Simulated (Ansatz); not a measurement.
# Decaying states in the gap of RbLiZnO2, part 2 of 3

A new crystal, RbLiZnO2: structure, gap and complex bands. It is built by putting O for S in the RbLiZnS2 structure of space group I-4m2, with the volume rescaled by atomic radii. The parent structure comes from the Materials Project.

Ansatz 0.2.0; r2SCAN DFT, plane waves, PAW files (the session's first sound run).

So far, gap on the k-mesh (eV): step 3 (the bulk crystal and its band edges) 2.87.

The structure was built from a prototype and need not be the compound's stable phase.

## Step 4: Decaying states in the gap, plane (001), k-mesh 8×8×8

This step: r2SCAN DFT, plane waves, PAW files; complex bands by layer matching along the plane's normal (Ansatz 0.2.0).

The same crystal is laid in a cell whose first two vectors span the (001) plane (indices of the standard conventional cell, whose axes can be ordered otherwise than in the bulk input). At fixed energy and wavevector in the plane the solver finds all kz, real and complex. A few wavevectors are listed, (0, 0), (0.125, -0.125) and (0.5, 0) in units of the plane's reciprocal vectors; the slowest state needn't be among them.

Input file input.yaml:

```yaml
crystal:
  lattice:
    - [3.488659528, 0.0, 0.0]
    - [0.0, 3.488659528, 0.0]
    - [1.744329764, 1.744329764, 5.746405631]
  atoms:
    - { symbol: Rb, position: [0.0, 0.0, 0.0] }
    - { symbol: Li, position: [0.25, 0.75, 0.5] }
    - { symbol: Zn, position: [0.75, 0.25, 0.5] }
    - { symbol: O, position: [0.3321549589, 0.3321549589, 0.3356900822] }
    - { symbol: O, position: [0.6678450411, 0.6678450411, 0.6643099178] }
kpoints:
  mp_grid: { grid: [8, 8, 8] }
scf:
  occupations: { method: fixed }
hamiltonian:
  xc: r2scan
output:
  eigenvalues: true
  transmission:
    leads: [[0, 0]]
    kpoints: [[0.0, 0.0], [0.125, -0.125], [0.5, 0.0]]
    e_range: [-1.0, 3.87]
    de: 0.08
```

Command:

```
$ ansatz run input.yaml --threads 2 --pin off --max-ram 4096MiB --backend cpu --events-out ev --progress --plain --runs-dir out
```

Numbers of over 12 decimals in the logs are rounded to 6 here.

The log of the run:

```text
[...]
Crystal: 5 atoms, lattice volume = 69.938 Å³
Basis set: ecut = 500 eV, 1793 PW (Γ), exchange–correlation on 108×108×192 points (64 copies of the dense FFT grid, shifted against one another)
Bands: 23, of which v1, the nominal top of the filled ones, is band 18 counted from 1 (17 counted from 0)
Symmetry: 8 space group operations
[...]
k-points: 59 of 512 (time reversal used)
[...]
SCF iter   1: F=—  HF=-7949.092823 eV  |F-HF|=—  |Δ(HF+E_count)|=         —  Δρ=1.36e-2  dr2=7.63e-2  dr2_τ=9.86e-2  ethr=1.77e-3  ⟨swp⟩=5.0  Hψ=6171  notcnv=0  defer=169
[...]
SCF iter   8: F=-7949.177080 eV  HF=-7949.177080 eV  |F-HF|=4.63e-9  |Δ(HF+E_count)|=   1.27e-8  Δρ=4.20e-6  dr2=1.12e-8  dr2_τ=7.07e-10  ethr=2.78e-10  ⟨swp⟩=9.9  Hψ=6065  notcnv=0
SCF 1 converged in 8 iterations: F = -7949.177080 eV  dr2 = 1.12e-8
[...]
transmission: 10 of 30 steps passed
transmission: 20 of 30 steps passed
transmission: 30 of 30 steps passed
SCF converged after 8 iterations
Free energy (F): -7949.177080 eV
[...]
Internal energy: -7949.177080 eV  (E = F + TS)
E sigma→0 (E₀):  -7949.177080 eV
Fermi energy:    5.806683 eV
[...]
--- Band table (eV; the first three rows and the last of 59) ---
  k-point 0: bands = [... 14 lower, 3.6416, 5.6179, 5.6179, 5.7201, 8.6748, 11.7205, 12.2312, 12.7021, ... 1 higher]
  k-point 1: bands = [... 14 lower, 3.6753, 5.6114, 5.6114, 5.6197, 8.8639, 11.6939, 12.0376, 12.6554, ... 1 higher]
  k-point 2: bands = [... 14 lower, 3.7637, 5.3996, 5.5953, 5.5953, 9.3353, 11.4573, 11.8355, 12.4437, ... 1 higher]
  k-point 58: bands = [... 14 lower, 4.0383, 4.2313, 4.2682, 4.5342, 11.9410, 12.1791, 14.0563, 14.0897, ... 1 higher]
--- Transmission ---
  basis      : 129 plane waves across, 10 finite elements along
  points     : 3, as listed
  energies   : 61 from -1.000000 to 3.800000 eV about the Fermi level, 0.080000 eV apart; the leads are filled to 1.434045 eV, and channels, transmission and decay are at 1.400000 eV
  crystal 0  : Rb1O2Li1Zn1, at the sites [0, 0], period 5.7464 Å: whole cells are its period
    offset         : up to 0.0000 Å between an atom of the period and one for which it stands
    channels       : 0.000000e0 a spin
    conductance    : none, the energies end too early or step too widely for 300 K: set another output.transmission.e_range or a lower de, or, where they end at an eighth of basis.ecutwfc, a higher one
    slowest decay  : 0.2847 /Å at (0.0000, 0.0000)
```

The job ended after 18 s (2 threads of Intel Xeon 6975P-C (Granite Rapids), shared host; peak memory 0.58 GiB; 26 s of CPU time).

This step gave:

```
level to which the leads are filled                       : 1.434 eV from the Fermi level
decay constant at the filling level, zone centre          : 0.2847 Å⁻¹
decay constant at the filling level, slowest listed point : 0.2847 Å⁻¹
```

K parallel (0, 0); values up to 1.5 1/Å, a degenerate pair printed once or twice; energies at which all values exceed this have no row. Table of Im kz of the slowest decaying states by energy, zero at the highest filled level on the SCF mesh:

```tsv
energy (eV)	decay 1 (Å⁻¹)	decay 2 (Å⁻¹)	decay 3 (Å⁻¹)	decay 4 (Å⁻¹)
-1.00	0.224	0.599	0.657	1.30
-0.76	0.112	0.580	0.645	1.29
-0.52	0.521	0.636	1.27	1.44
-0.28	0.292	0.629	1.26	1.41
-0.04	0.0878	0.498	0.623	1.25
0.20	0.197	0.617	0.694	1.24
0.44	0.244	0.610	0.824	1.22
0.68	0.270	0.604	0.954	1.20
0.92	0.283	0.596	1.09	1.19
1.16	0.288	0.588	1.11	1.18
1.40	0.285	0.578	1.12	1.16
1.64	0.275	0.568	1.12	1.15
1.88	0.259	0.556	1.13	1.13
2.12	0.235	0.544	1.11	1.13
2.36	0.202	0.530	1.10	1.13
2.60	0.152	0.515	1.08	1.13
2.84	0.0507	0.498	1.06	1.13
3.08	0.480	1.03	1.13	-
3.32	0.460	1.01	1.12	-
3.56	0.438	0.987	1.12	-
3.80	0.413	0.960	1.11	-
```

K parallel (0.125, -0.125); values up to 1.5 1/Å, a degenerate pair printed once or twice; energies at which all values exceed this have no row. The Im kz of the slowest decaying states by energy, zero at the highest filled level on the SCF mesh:

```tsv
energy (eV)	decay 1 (Å⁻¹)	decay 2 (Å⁻¹)	decay 3 (Å⁻¹)	decay 4 (Å⁻¹)
-1.00	0.433	0.453	0.514	0.837
-0.76	0.358	0.391	0.484	0.805
-0.52	0.202	0.485	0.829	1.05
-0.28	0.128	0.502	0.567	0.914
-0.04	0.608	0.656	0.910	1.34
0.20	0.318	0.694	0.710	0.911
0.44	0.403	0.733	0.789	0.918
0.68	0.437	0.730	0.892	0.932
0.92	0.450	0.711	0.949	1.08
1.16	0.453	0.690	0.949	0.979
1.40	0.449	0.671	0.942	1.01
1.64	0.440	0.654	0.947	1.02
1.88	0.428	0.638	0.955	1.01
2.12	0.411	0.622	0.967	1.00
2.36	0.391	0.606	0.984	1.13
2.60	0.366	0.591	0.980	1.13
2.84	0.335	0.574	0.974	1.13
3.08	0.296	0.557	0.967	1.13
3.32	0.245	0.538	0.959	1.13
3.56	0.172	0.519	0.951	1.13
3.80	0.498	0.942	1.12	1.14
```

K parallel (0.5, 0); values up to 1.5 1/Å, a degenerate pair printed once or twice; energies at which all values exceed this have no row. Im kz of the slowest decaying states against energy, zero at the highest filled level on the SCF mesh:

```tsv
energy (eV)	decay 1 (Å⁻¹)	decay 2 (Å⁻¹)	decay 3 (Å⁻¹)
-1.00	0.365	0.547	1.15
-0.84	0.318	0.413	1.21
-0.76	0.465	0.639	1.30
-0.60	0.519	0.770	1.14
-0.52	0.534	0.806	1.08
-0.36	0.541	0.857	0.983
-0.20	0.431	0.874	0.891
-0.12	0.661	0.800	0.905
-0.04	0.737	0.771	0.916
0.04	0.711	0.823	0.927
0.20	0.701	0.862	0.943
0.28	0.702	0.870	0.951
0.44	0.707	0.877	0.962
0.52	0.709	0.877	0.967
0.68	0.715	0.875	0.976
0.84	0.720	0.871	0.982
0.92	0.722	0.868	0.985
1.08	0.725	0.861	0.989
1.24	0.727	0.854	0.993
1.32	0.728	0.850	0.994
1.48	0.728	0.841	0.996
1.56	0.728	0.837	0.996
1.72	0.727	0.829	0.997
1.88	0.724	0.820	0.997
1.96	0.722	0.816	0.996
2.12	0.718	0.807	0.995
2.28	0.712	0.799	0.993
2.36	0.709	0.794	0.992
2.52	0.702	0.786	0.990
2.60	0.698	0.781	0.988
2.76	0.689	0.773	0.985
2.92	0.679	0.764	0.981
3.00	0.673	0.760	0.979
3.16	0.661	0.751	0.975
3.32	0.648	0.742	0.970
3.40	0.641	0.738	0.967
3.56	0.625	0.729	0.962
3.64	0.617	0.724	0.959
3.80	0.599	0.715	0.953
```

At the listed wavevectors the last open channel is at -0.04 eV and the next at +2.92 eV on the grid. At +1.40 eV, the grid energy nearest the filling level (the middle of the gap on the SCF mesh), the slowest state at the listed wavevectors decays with κ = 0.285 Å⁻¹, its amplitude falling by e over 3.5 Å. Through 1 nm of this crystal that state's transmission falls by exp(−2 × 0.285 Å⁻¹ × 10 Å) = 0.0034.

## Step 5: Decaying states in the gap, plane (110), k-mesh 10×10×10

The same for the (110) plane, at (0, 0) and (-0.25, -0.125), to see how the decay depends on direction.

Input file input.yaml:

```yaml
crystal:
  lattice:
    - [4.933709619, 0.0, 0.0]
    - [2.46685481, 5.746405631, 0.0]
    - [2.46685481, 0.0, 2.46685481]
  atoms:
    - { symbol: Rb, position: [0.0, 0.0, 0.0] }
    - { symbol: Li, position: [0.25, 0.5, 0.5] }
    - { symbol: Zn, position: [0.75, 0.5, 0.5] }
    - { symbol: O, position: [0.3321549589, 0.3356900822, 0.0] }
    - { symbol: O, position: [0.6678450411, 0.6643099178, 0.0] }
kpoints:
  mp_grid: { grid: [10, 10, 10] }
scf:
  occupations: { method: fixed }
hamiltonian:
  xc: r2scan
output:
  eigenvalues: true
  transmission:
    leads: [[0, 0]]
    kpoints: [[0.0, 0.0], [-0.25, -0.125]]
    e_range: [-1.0, 3.87]
    de: 0.08
```

The log of the run:

```text
[...]
Crystal: 5 atoms, lattice volume = 69.938 Å³
Basis set: ecut = 500 eV, 1793 PW (Γ), exchange–correlation on 144×192×108 points (64 copies of the dense FFT grid, shifted against one another)
Bands: 23, of which v1, the nominal top of the filled ones, is band 18 counted from 1 (17 counted from 0)
Symmetry: 8 space group operations
[...]
k-points: 102 of 1000 (time reversal used)
[...]
SCF iter   1: F=—  HF=-7949.092827 eV  |F-HF|=—  |Δ(HF+E_count)|=         —  Δρ=1.36e-2  dr2=7.63e-2  dr2_τ=9.86e-2  ethr=1.77e-3  ⟨swp⟩=5.0  Hψ=10664  notcnv=0  defer=298
[...]
SCF iter   8: F=-7949.177078 eV  HF=-7949.177078 eV  |F-HF|=4.69e-9  |Δ(HF+E_count)|=   1.28e-8  Δρ=4.22e-6  dr2=1.13e-8  dr2_τ=7.05e-10  ethr=2.78e-10  ⟨swp⟩=9.9  Hψ=10479  notcnv=0
SCF 1 converged in 8 iterations: F = -7949.177078 eV  dr2 = 1.13e-8
[...]
transmission: 5 of 10 steps passed
transmission: 10 of 10 steps passed
SCF converged after 8 iterations
Free energy (F): -7949.177078 eV
[...]
Internal energy: -7949.177078 eV  (E = F + TS)
E sigma→0 (E₀):  -7949.177078 eV
Fermi energy:    5.802184 eV
[...]
--- Band table (eV; the first three rows and the last of 102) ---
  k-point 0: bands = [... 14 lower, 3.6416, 5.6179, 5.6179, 5.7201, 8.6748, 11.7205, 12.2312, 12.7021, ... 1 higher]
  k-point 1: bands = [... 14 lower, 3.8035, 5.3218, 5.3951, 5.8022, 9.2973, 12.1262, 12.5465, 12.9518, ... 1 higher]
  k-point 2: bands = [... 14 lower, 3.8968, 4.9648, 5.0840, 5.7625, 10.4728, 13.0843, 13.4668, 13.5635, ... 1 higher]
  k-point 101: bands = [... 14 lower, 4.8381, 4.8662, 4.9636, 5.5930, 11.2313, 12.4299, 13.1210, 14.3514, ... 1 higher]
--- Transmission ---
  basis      : 293 plane waves across, 5 finite elements along
  points     : 2, as listed
[...]
crystal 0  : O2Rb1Li1Zn1, at the sites [0, 0], period 2.4669 Å: whole cells are its period
[...]
channels       : 0.000000e0 a spin
[...]
slowest decay  : 0.2790 /Å at (0.0000, 0.0000)
```

Run time: 52 s. Hardware: 2 threads; peak memory 1 GiB; 85 s of CPU time.

Numbers from this step:

- Fermi energy: 5.802 eV
- gap on the k-mesh: 2.873 eV
- level to which the leads are filled: 1.436 eV from the Fermi level
- decay constant at the filling level, zone centre: 0.2790 Å⁻¹
- decay constant at the filling level, slowest listed point: 0.279 Å⁻¹

K parallel (0, 0); values up to 1.5 1/Å, a degenerate pair printed once or twice; energies at which all values exceed this have no row. Table of Im kz of the slowest decaying states by energy, zero at the highest filled level on the SCF mesh:

```tsv
energy (eV)	decay 1 (Å⁻¹)	decay 2 (Å⁻¹)	decay 3 (Å⁻¹)	decay 4 (Å⁻¹)
-1.00	0.430	0.581	0.929	1.11
-0.84	0.452	0.574	0.926	1.11
-0.60	0.507	0.563	0.920	1.11
-0.44	0.540	0.554	0.916	1.10
-0.20	0.533	0.583	0.909	1.08
-0.04	0.144	0.501	0.607	0.905
0.12	0.196	0.326	0.446	0.629
0.36	0.240	0.470	0.483	0.658
0.52	0.258	0.492	0.536	0.676
0.76	0.274	0.520	0.593	0.700
0.92	0.280	0.534	0.622	0.714
1.08	0.283	0.547	0.646	0.728
1.32	0.281	0.561	0.675	0.748
1.48	0.276	0.569	0.691	0.760
1.72	0.265	0.579	0.716	0.777
1.88	0.253	0.583	0.686	0.777
2.04	0.239	0.587	0.664	0.790
2.28	0.210	0.590	0.644	0.799
2.44	0.184	0.592	0.633	0.802
2.68	0.127	0.592	0.617	0.804
2.84	0.0531	0.591	0.606	0.799
3.00	0.590	0.594	0.780	0.802
3.24	0.575	0.586	0.751	0.798
3.40	0.562	0.583	0.730	0.794
3.64	0.540	0.576	0.698	0.779
3.80	0.525	0.571	0.676	0.748
```

K parallel (-0.25, -0.125); values up to 1.5 1/Å, a degenerate pair printed once or twice; energies at which all values exceed this have no row. The Im kz of the slowest decaying states by energy, zero at the highest filled level on the SCF mesh:

```tsv
energy (eV)	decay 1 (Å⁻¹)	decay 2 (Å⁻¹)	decay 3 (Å⁻¹)	decay 4 (Å⁻¹)
-1.0000	0.102	0.171	0.429	1.19
-0.7600	0.397	0.446	1.17	1.20
-0.5200	0.0391	0.438	0.492	1.15
-0.2800	0.125	0.405	0.552	1.12
-0.0400	0.308	0.364	0.595	1.09
0.2800	0.309	0.410	0.496	0.637
0.5200	0.378	0.455	0.569	0.662
0.7600	0.412	0.488	0.635	0.683
1.0000	0.427	0.514	0.698	0.702
1.2400	0.430	0.534	0.718	0.763
1.4800	0.426	0.550	0.734	0.849
1.7200	0.418	0.563	0.748	0.801
1.9600	0.405	0.572	0.762	0.791
2.2800	0.381	0.580	0.779	0.793
2.5200	0.359	0.583	0.791	0.798
2.7600	0.331	0.584	0.802	0.804
3.0000	0.297	0.584	0.789	0.810
3.2400	0.253	0.581	0.760	0.816
3.4800	0.193	0.576	0.730	0.821
3.7200	0.0861	0.570	0.699	0.814
```

At the listed wavevectors the last open channel is at -0.04 eV and the next at +2.92 eV on the grid. At +1.40 eV, the grid energy nearest the filling level (the middle of the gap on the SCF mesh), the slowest state at the listed wavevectors decays with κ = 0.279 Å⁻¹, its amplitude falling by e over 3.6 Å; the first such run, plane (001), gave 0.285 Å⁻¹.

## Step 6: Band edges at another level, cutoff 1380 eV

This step: r2SCAN DFT, plane waves, JTH PAW files (Ansatz 0.2.0).

The edges again with JTH files, at the same atoms. Against that run the cutoff is 1380 eV against 500.

Input file input.yaml:

```yaml
crystal:
  lattice:
    - [-1.7443297641, 1.7443297641, 5.7464056307]
    - [1.7443297641, -1.7443297641, 5.7464056307]
    - [1.7443297641, 1.7443297641, -5.7464056307]
  atoms:
    - { symbol: Rb, position: [0.0, 0.0, 0.0] }
    - { symbol: Li, position: [0.25, 0.75, 0.5] }
    - { symbol: Zn, position: [0.75, 0.25, 0.5] }
    - { symbol: O, position: [0.6678450411, 0.6678450411, 0.0] }
    - { symbol: O, position: [0.3321549589, 0.3321549589, 0.0] }
kpoints:
  mp_grid: { grid: [8, 8, 8] }
  band_path: { path: [VBM, CBM], npoints: 30 }
scf:
  occupations: { method: fixed }
hamiltonian:
  xc: r2scan
  pseudopotentials: { kind: paw, source: jth }
output:
  eigenvalues: true
```

The log of the run:

```text
Warning: <dir> the checks of this Rb dataset prove no rule for summing its radial tables, as where they were carried onto another mesh than they were made on, and Gregory's rule is taken, under which a leading mesh point left out moves its sums only by what lay on the interval it spanned. That does not make them correct, and they differ from Quantum ESPRESSO's on this file; a re-export a fraction of a mesh step off can move them. hamiltonian.pseudopotentials.radial_quadrature: simpson_from_first_knot sums it by `pw.x`'s rule; on a PAW file no value gives `pw.x`'s numbers. What more to know: hamiltonian.pseudopotentials.radial_quadrature, in the input reference
Warning: <dir> the checks of this Li dataset prove no rule for summing its radial tables, as where they were carried onto another mesh than they were made on, and Gregory's rule is taken, under which a leading mesh point left out moves its sums only by what lay on the interval it spanned. That does not make them correct, and they differ from Quantum ESPRESSO's on this file; a re-export a fraction of a mesh step off can move them. hamiltonian.pseudopotentials.radial_quadrature: simpson_from_first_knot sums it by `pw.x`'s rule; on a PAW file no value gives `pw.x`'s numbers. What more to know: hamiltonian.pseudopotentials.radial_quadrature, in the input reference
Warning: <dir> the checks of this Zn dataset prove no rule for summing its radial tables, as where they were carried onto another mesh than they were made on, and Gregory's rule is taken, under which a leading mesh point left out moves its sums only by what lay on the interval it spanned. That does not make them correct, and they differ from Quantum ESPRESSO's on this file; a re-export a fraction of a mesh step off can move them. hamiltonian.pseudopotentials.radial_quadrature: simpson_from_first_knot sums it by `pw.x`'s rule; on a PAW file no value gives `pw.x`'s numbers. What more to know: hamiltonian.pseudopotentials.radial_quadrature, in the input reference
Warning: <dir> the checks of this O dataset prove no rule for summing its radial tables, as where they were carried onto another mesh than they were made on, and Gregory's rule is taken, under which a leading mesh point left out moves its sums only by what lay on the interval it spanned. That does not make them correct, and they differ from Quantum ESPRESSO's on this file; a re-export a fraction of a mesh step off can move them. hamiltonian.pseudopotentials.radial_quadrature: simpson_from_first_knot sums it by `pw.x`'s rule; on a PAW file no value gives `pw.x`'s numbers. What more to know: hamiltonian.pseudopotentials.radial_quadrature, in the input reference
[...]
Crystal: 5 atoms, lattice volume = 69.938 Å³
Basis set: ecut = 1380 eV, 8115 PW (Γ), FFT grids on a1+a3, a2+a3, a3, exchange–correlation on 216×216×384 points (64 copies of the dense FFT grid, shifted against one another)
Bands: 23, of which v1, the nominal top of the filled ones, is band 18 counted from 1 (17 counted from 0)
Symmetry: 8 space group operations
[...]
k-points: 59 of 512 (time reversal used)
[...]
SCF iter   1: F=—  HF=-7944.583163 eV  |F-HF|=—  |Δ(HF+E_count)|=         —  Δρ=6.28e-2  dr2=1.77e0  dr2_τ=5.29e-2  ethr=3.10e-3  ⟨swp⟩=7.2  Hψ=7417  notcnv=0  defer=160
[...]
SCF iter   9: F=-7944.482329 eV  HF=-7944.482329 eV  |F-HF|=3.03e-9  |Δ(HF+E_count)|=   1.77e-7  Δρ=4.24e-6  dr2=1.23e-8  dr2_τ=7.27e-9  ethr=2.78e-10  ⟨swp⟩=17.1  Hψ=11242  notcnv=0
SCF 1 converged in 9 iterations: F = -7944.482329 eV  dr2 = 1.23e-8
[...]
SCF converged after 9 iterations
Free energy (F): -7944.482329 eV
[...]
Internal energy: -7944.482329 eV  (E = F + TS)
E sigma→0 (E₀):  -7944.482329 eV
Fermi energy:    6.239228 eV
[...]
--- Band table (eV; the first three rows and the last of 59) ---
  k-point 0: bands = [... 14 lower, 4.0688, 6.0498, 6.0498, 6.1491, 9.0808, 12.2638, 12.7384, 13.1316, ... 1 higher]
  k-point 1: bands = [... 14 lower, 4.2613, 5.6444, 5.7475, 6.2392, 9.9898, 12.8720, 13.2317, 13.5290, ... 1 higher]
  k-point 2: bands = [... 14 lower, 4.3308, 5.2676, 5.3501, 6.1028, 11.4135, 13.7478, 14.5044, 14.7063, ... 1 higher]
  k-point 58: bands = [... 14 lower, 4.3417, 5.5370, 6.0046, 6.0046, 10.6717, 11.2937, 12.1259, 12.6335, ... 1 higher]
```

Run time: 50 s. Hardware: 2 threads; peak memory 1.6 GiB; 100 s of CPU time.

Numbers from this step:

```
free energy        : -7944.4823 eV
Fermi energy       : 6.239 eV
gap on the k-mesh  : 2.842 eV
gap on path        : 2.842 eV, by band count; negative where bands overlap
direct gap on path : 2.932 eV
```

Electronic bands along the path, in eV, zero at the Fermi level (highest filled level under fixed occupations); v1 is the highest filled band, c1 the lowest empty one:

```tsv
point	v4	v3	v2	v1	c1	c2	c3	c4
VBM	-1.98	-0.59	-0.49	0.00	3.75	6.63	6.99	7.29
halfway	-2.07	-0.33	-0.31	-0.03	3.11	6.18	6.62	7.00
CBM	-2.17	-0.19	-0.19	-0.09	2.84	6.02	6.50	6.89
```

The searched edges give 2.84 eV, as on the mesh.

(Continued in part 3 of 3.)

[Logs are printed without paths, hosts, clocks, repeated set-up lines and the standing remarks that a program may print on its own settings, such as how far it seeks lower states.]

[Hosts, paths, dates, database ids (printed as entryN), source tags and the programs' standing remarks are cut or masked in the printed files.]
